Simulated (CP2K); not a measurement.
The O K edge of formaldehyde monohydrate was computed by TDDFT (CP2K XAS_TDP, aug-cc-pVDZ, TDA) at these levels: PBE, PBEh(45%) and PBEh(45%) + GW2X. The first three lines of O2 (bonded to C, takes 1 H bond) with a strength over 0.0015, energy in eV and strength:

| run | first | second | third |
| --- | --- | --- | --- |
| 1 | 509.22 (0.032) | 513.97 (0.002) | 515.34 (0.003) |
| 2 | 531.41 (0.047) | 538.99 (0.002) | 539.88 (0.008) |
| 3 | 526.27 (0.048) | 533.85 (0.002) | 534.74 (0.008) |

Which run is which?

Run 1: PBE (0 % exact exchange). Run 2: PBEh(45%) + GW2X (45 % exact exchange). Run 3: PBEh(45%) (45 % exact exchange). Self-interaction lifts the core level, so the uncorrected lines rise with the share of exact exchange. The GW2X run keeps the spacings of its parent: 7.58 eV between the first two lines in run 2, 7.58 eV in run 3. Its shift is +5.14 eV, since the Kohn–Sham level at this share of exchange lies that far above the quasiparticle level.

[Hosts, paths, dates, database ids (printed as entryN), source tags and the programs' standing remarks are cut or masked in the printed files.]
